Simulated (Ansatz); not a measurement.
# Ca2La, from a guessed structure to a relaxed one, part 2 of 2

Starting from a made-up structure for Ca2La, the aim is the relaxed cell, its shortest contacts and, where a second run follows, its electronic structure.

Ansatz 0.2.0; DFT, PBE, plane-wave PAW, files of the set soft_1, scalar-relativistic, no spin, cell and ions relaxed at zero pressure; PAW set soft_1 (the session's first sound run).

So far: Starting point; Relaxing cell and atoms. The relaxed cell has a = 6.158, c = 3.651 Å (conventional setting).

### 3. Bands of the relaxed cell

A second self-consistent run takes a narrower smearing and the mesh shown in its input; the bands follow along the standard path of the relaxed lattice.

This step: DFT, PBE, plane-wave PAW, files of the set soft_1, scalar-relativistic, no spin, bands and density of states at the relaxed cell; PAW set soft_1 (Ansatz 0.2.0).

input.yaml

```yaml
crystal:
  lattice:
    - [6.1583340346, 0.0, 0.0]
    - [-3.0791670173, 5.333273719, 0.0]
    - [0.0, 0.0, 3.6514602728]
  atoms:
    - { symbol: La, position: [0.0, 0.0, 0.0] }
    - { symbol: Ca, position: [0.6666666667, 0.3333333333, 0.5] }
    - { symbol: Ca, position: [0.3333333333, 0.6666666667, 0.5] }
kpoints:
  mp_grid: { grid: [6, 6, 8] }
  band_path:
    path:
      - [[0.0, 0.0, 0.0], [0.5, 0.0, 0.0], [0.33333333, 0.33333333, 0.0], [0.0, 0.0, 0.0], [0.0, 0.0, 0.5], [0.5, 0.0, 0.5], [0.33333333, 0.33333333, 0.5], [0.0, 0.0, 0.5]]
      - [[0.5, 0.0, 0.5], [0.5, 0.0, 0.0]]
      - [[0.33333333, 0.33333333, 0.0], [0.33333333, 0.33333333, 0.5]]
    npoints: 8
scf:
  occupations: { method: fermi_dirac, width: 0.03 }
  n_extra_bands: 7
hamiltonian:
  xc: pbe
  pseudopotentials: { kind: paw, azcp: { folder: soft_1 } }
output:
  forces: true
  stress: true
  write_bands: true
  dos: { projected: true }
  write_density: true
  write_potential: true
  elf: true
  volumetric_format: npy
```

Run with:

```console
$ ansatz run input.yaml --threads 4 --pin off --max-ram 8192MiB --backend cpu --events-out ev --progress --plain --runs-dir out
```

Numbers of over 12 decimals in the logs are rounded to 6 here.

Log:

```text
La: projections on atomic orbitals take those of the free atom [Kr 4d10] 4f0 5s2 5p6 5d1 6s2, of charge +0.00 (hamiltonian.pseudopotentials.projection_atoms); the dataset's partial waves leave at most 1.9e-5 of an orbital's norm unspanned inside its sphere
[...]
Crystal: 3 atoms, lattice volume = 119.929 Å³
Basis set: ecut = 420 eV, 2311 PW (Γ), exchange–correlation on 90×90×50 points (8 copies of the dense FFT grid, shifted against one another)
Bands: 23, of which v1, the nominal top of the filled ones, is band 16 counted from 1 (15 counted from 0)
Symmetry: 24 space group operations
[...]
k-points: 35 of 288
[...]
SCF iter   1: F=—  HF=-9883.881110 eV  |F-HF|=—  |Δ(HF+E_count)|=         —  Δρ=1.44e-2  dr2=3.76e-1  ethr=3.10e-3  ⟨swp⟩=6.9  Hψ=4288  notcnv=0
[...]
SCF iter   8: F=-9883.786043 eV  HF=-9883.786043 eV  |F-HF|=1.58e-9  |Δ(HF+E_count)|=   3.52e-8  Δρ=1.80e-6  dr2=3.48e-9  ethr=3.23e-10  ⟨swp⟩=14.6  Hψ=6137  notcnv=0
SCF 1 converged in 8 iterations: F = -9883.786043 eV  dr2 = 3.48e-9
[...]
NSCF: frozen V_eff on 75 k-points
SCF converged after 8 iterations
Free energy (F): -9883.786043 eV
[...]
Internal energy: -9883.772648 eV  (E = F + TS)
E sigma→0 (E₀):  -9883.779345 eV
Entropy (-TS):   -0.013394 eV (-4.465 meV/atom)
Fermi energy:    6.904833 eV
[...]
--- Stress (GPa, compression-positive) ---
        0.006405       0.000000       0.000000
        0.000000       0.006405      -0.000000
        0.000000      -0.000000      -0.026522
  P = ⅓ Tr σ = -0.0046 GPa (-0.046 kbar)
--- Band table (eV; the first three rows and the last of 35) ---
  k-point 0: bands = [... 12 lower, 3.0531, 6.2513, 6.5082, 6.5082, 7.5040, 7.6277, 7.6277, 8.2820, ... 3 higher]
  k-point 1: bands = [... 12 lower, 3.2839, 6.5339, 6.5339, 6.6077, 7.4064, 7.4064, 7.7042, 8.2865, ... 3 higher]
  k-point 2: bands = [... 12 lower, 3.9183, 6.5950, 6.5950, 6.8986, 6.8986, 7.2612, 8.0489, 8.0960, ... 3 higher]
  k-point 34: bands = [... 12 lower, 5.8693, 5.8693, 6.4044, 7.0552, 7.0552, 7.8936, 7.9438, 7.9438, ... 3 higher]
```

It took 2.7 s on 4 threads of Arm Neoverse V2, shared host; peak memory 0.45 GiB; 9.8 s of CPU time.

Reading the cycles: dr2 is the Hartree energy of the density residual (eV), the measure of convergence; HF is the Harris–Foulkes estimate of the energy, which meets the free energy F at convergence.

This step gave:

```yaml
free_energy: -9883.7860 eV
energy_at_zero_smearing: -9883.7793 eV
smearing_term_ts: 0.01339 eV
fermi_energy: 6.905 eV
pressure: -0.004570 GPa
```

bands.tsv at the labelled points (eV, zero at the Fermi level; the bands that come nearest the Fermi level along the path):

```
point  band 12  band 13  band 14  band 15  band 16  band 17  band 18  band 19
    Γ   -16.38    -3.85    -0.65    -0.40    -0.40     0.60     0.72     0.72
    M   -16.38    -2.39    -2.25    -1.20     0.44     0.45     0.69     0.97
    K   -16.38    -2.04    -2.04    -1.80     0.16     0.79     0.79     0.88
    Γ   -16.38    -3.85    -0.65    -0.40    -0.40     0.60     0.72     0.72
    A   -16.73    -1.06    -0.86    -0.65    -0.65    -0.23    -0.23     1.18
    L   -16.74    -1.41    -0.71    -0.48     0.19     0.39     0.65     0.98
    H   -16.74    -1.04    -1.04    -0.50     0.15     0.15     0.99     1.04
    A   -16.73    -1.06    -0.86    -0.65    -0.65    -0.23    -0.23     1.18
    L   -16.74    -1.41    -0.71    -0.48     0.19     0.39     0.65     0.98
    M   -16.38    -2.39    -2.25    -1.20     0.44     0.45     0.69     0.97
    K   -16.38    -2.04    -2.04    -1.80     0.16     0.79     0.79     0.88
    H   -16.74    -1.04    -1.04    -0.50     0.15     0.15     0.99     1.04
```

States per cell as run, both spins, in windows of 1 eV, from dos.tsv (zero at the Fermi level):

| from | to | total |
| --- | --- | --- |
| -8 | -7 | 0.00 |
| -7 | -6 | 0.00 |
| -6 | -5 | 0.00 |
| -5 | -4 | 0.00 |
| -4 | -3 | 0.27 |
| -3 | -2 | 0.90 |
| -2 | -1 | 2.08 |
| -1 | 0 | 3.69 |
| 0 | 1 | 6.15 |

A further 24.0 states lie below the table's range.

Valence density in the ab plane at fractional z = 0.500, with atoms of Ca within 0.2 Å of it. It is the smooth field of the valence electrons, not physical close to the nuclei.

Ten steps, logarithmic in the rise over the least value, from '0' (0.1 e/Å³) to '9' (6.3 e/Å³), each cell a mean:
```
00000000000000000
00000011100000000
00000245310000000
00013687520000000
00036998620000000
00158998410000000
00368986200000000
00257752000122100
00134310002465310
00011000026887510
00000000158998410
00000000379996200
00000001478863000
00000001356531000
00000000123100000
00000000000000000
10000000000000000
```
Columns run along a (6.2 Å), rows up along b (6.2 Å). Atoms in or near the plane, at fractional coordinates: Ca at (0.67, 0.33), Ca at (0.33, 0.67).

ELF in the ab plane at fractional z = 0.500, with atoms of Ca within 0.2 Å of it. It is the smooth field of the valence electrons, not physical close to the nuclei.

Ten even steps from '0' (0.07) to '9' (0.85), each cell a mean:
```
01356420002564210
13453000001454211
35520145300354322
55302799710465444
64028999710566556
51069999502554345
20289996103200012
10179961010011000
10024200101577300
21000012016999500
43212341069999402
65556630299997104
65556620499982036
43345510278620255
21235520012003543
00135531000145531
00246642112565310
```
Columns run along a (6.2 Å), rows up along b (6.2 Å). Atoms in or near the plane, at fractional coordinates: Ca at (0.67, 0.33), Ca at (0.33, 0.67).

Electrostatic potential energy in the ab plane at fractional z = 0.500, with atoms of Ca within 0.2 Å of it. With pseudopotentials it is smooth inside the atoms' cores, unlike the true potential.

Values in eV, 9 rows by 16 columns, each cell a mean:
```
  7   8   9   9   8   7   5   4   5   7   8   9   9   8   7   6
  9   9   8   6   1  -9 -17 -12  -2   4   8   9   9   9   8   8
  9   8   4  -8 -35 -52 -52 -28  -3   5   8   9   9   9   9   9
  7   5  -2 -23 -46 -45 -27  -5   4   7   7   6   5   5   6   7
  7   5   1  -4  -6  -2   3   6   6   2  -6 -16 -15  -5   2   6
  8   8   7   7   7   8   8   5  -3 -25 -48 -54 -39  -9   3   7
  9   9   9   9   9   9   7   1 -14 -40 -48 -35 -11   3   7   9
  8   8   8   9   9   9   7   3  -2  -6  -4   2   6   8   9   9
  6   6   8   9   9   9   8   6   6   6   7   9   9   9   8   7
```
Columns run along a (6.2 Å; values clipped at the 3rd and 97th percentile), rows up along b (6.2 Å). Atoms in or near the plane, at fractional coordinates: Ca at (0.67, 0.33), Ca at (0.33, 0.67).

### 4. Outcome

| Property | Result |
| --- | --- |
| space group, relaxed | P6/mmm |
| conventional cell | a = 6.158, b = 6.158, c = 3.651 Å; α = 90.0°, β = 90.0°, γ = 120.0° |
| volume per atom | 39.98 Å³ (guess 34.99) |

What this shows: Ca2La relaxes to P6/mmm with a = 6.158, b = 6.158 and c = 3.651 Å. The guessed volume was 12 % too small. The space group P6/mmm was held in the relaxation, so the end point is a stationary structure within it and may be a saddle against distortions or other arrangements. Bands cross the Fermi level, so it is a metal or semimetal at this level. The electron count is odd, which forces that without spin polarisation or a larger cell. On the 6×6×8 mesh with the narrower smearing (relaxed on 6×6×7) the forces vanish, as symmetry may demand, and the largest stress component is 0.027 GPa, within the relaxation's thresholds of 0.015 eV/Å and 0.05 GPa. The cutoff wasn't tested. A vector of the cell changed its length by 11 %, more than the volume shows. Spin-orbit coupling is left out, which can matter for elements this heavy. No dispersion term is used, so weakly bound directions may come out too long. Nothing here tests whether the compound is stable against decomposition.

[Logs are printed without paths, hosts, clocks, repeated set-up lines and the standing remarks that a program may print on its own settings, such as how far it seeks lower states.]

[Hosts, paths, dates, database ids (printed as entryN), source tags and the programs' standing remarks are cut or masked in the printed files.]
